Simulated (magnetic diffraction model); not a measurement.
# PrCuGePb: the ordered moment from one line

Space group Pnma (no. 62), a = 8.1080 Å, b = 4.0290 Å, c = 11.1380 Å.

```csv
site,atom,x,y,z
4c,Pb,0.7808,3/4,0.9337
4c,Pr,0.8658,3/4,0.6332
4c,Ge,0.8457,3/4,0.3151
4c,Cu,0.5086,3/4,0.3918
```

This is a made-up structure (elements placed in a structure type, unrelaxed), so the numbers test the method and describe no known phase.

Only Pr is taken to order (form factors of Pr3+); orders and moment sizes are assumed, and not adapted to the symmetry. Radiation: neutrons of λ = 2.41 Å, 3° to 65°; isotropic B of 0.27 Å² (Pb), 0.29 Å² (Pr), 0.33 Å² (Ge) and 0.44 Å² (Cu). Simulated constant-wavelength pattern: nuclear and magnetic terms add, the magnetic one as |2.695 fm × Σ f S⊥ exp(2πi Q·r) exp(−B s²)|², summed over all Q at one angle with the factor 1/(sin²θ cos θ). For a modulated order the moment at position r is S exp(−2πi k·r) + c.c., with S = m/2 for a sine wave of amplitude m and S = m(u + iv)/2 for moments turning in a plane, u and v being orthogonal unit vectors in it; the phase factor of the sum at Q = H + k is then exp(2πi H·r). Free-ion form factors, Sears's scattering lengths of 1992, no absorption; a label names one of the reflections at its angle. The strongest nuclear line in the range is 100, and lines under 0.2 are left out.

In a first state the assumed order is k = (0.446 0 0), a sine wave with moments along [001] (amplitudes given), 2.7 μB on Pr; signs + at (0.8658, 3/4, 0.6332), + at (0.6342, 1/4, 0.1332), + at (0.3658, 3/4, 0.8668), − at (0.1342, 1/4, 0.3668), with this pattern:

```
2θ (°)         index  nuclear  magnetic
  7.60   (0.446 0 0)      0.0      17.3
  9.45   (0.554 0 0)      0.0      11.2
 14.58   (0.446 0 1)      0.0       2.5
 15.63  (0.554 0 -1)      0.0       3.0
 21.18       (1 0 1)     19.5       0.0
 24.82   (1.446 0 0)      0.0       1.6
 24.99       (0 0 2)      1.8       0.0
 26.16   (0.446 0 2)      0.0       0.2
 26.71   (1.554 0 0)      0.0       1.4
 26.77   (0.554 0 2)      0.0       0.3
 27.84  (1.446 0 -1)      0.0       2.0
 29.55   (1.554 0 1)      0.0       1.8
 30.44       (1 0 2)     52.7       0.0
 34.58       (2 0 0)      5.5       0.0
 35.51   (1.446 0 2)      0.0       0.8
 35.68   (0.446 1 0)      0.0       1.5
```
(The table stops after 16 lines; 55 more lie at higher angle.)

**Question.** Nearer the ordering temperature the line at 7.60° has total intensity 1.6 on the same scale, and all moments have shrunk alike. How large is the Pr moment?

The nuclear part, 0.0, stays, so the magnetic part is 1.6 against 17.3. It goes as m², so m = 2.7 × √(1.6/17.3) = 0.82 μB; the value used was 0.81 μB.

[Logs are printed without paths, hosts, clocks, repeated set-up lines and the standing remarks that a program may print on its own settings, such as how far it seeks lower states.]
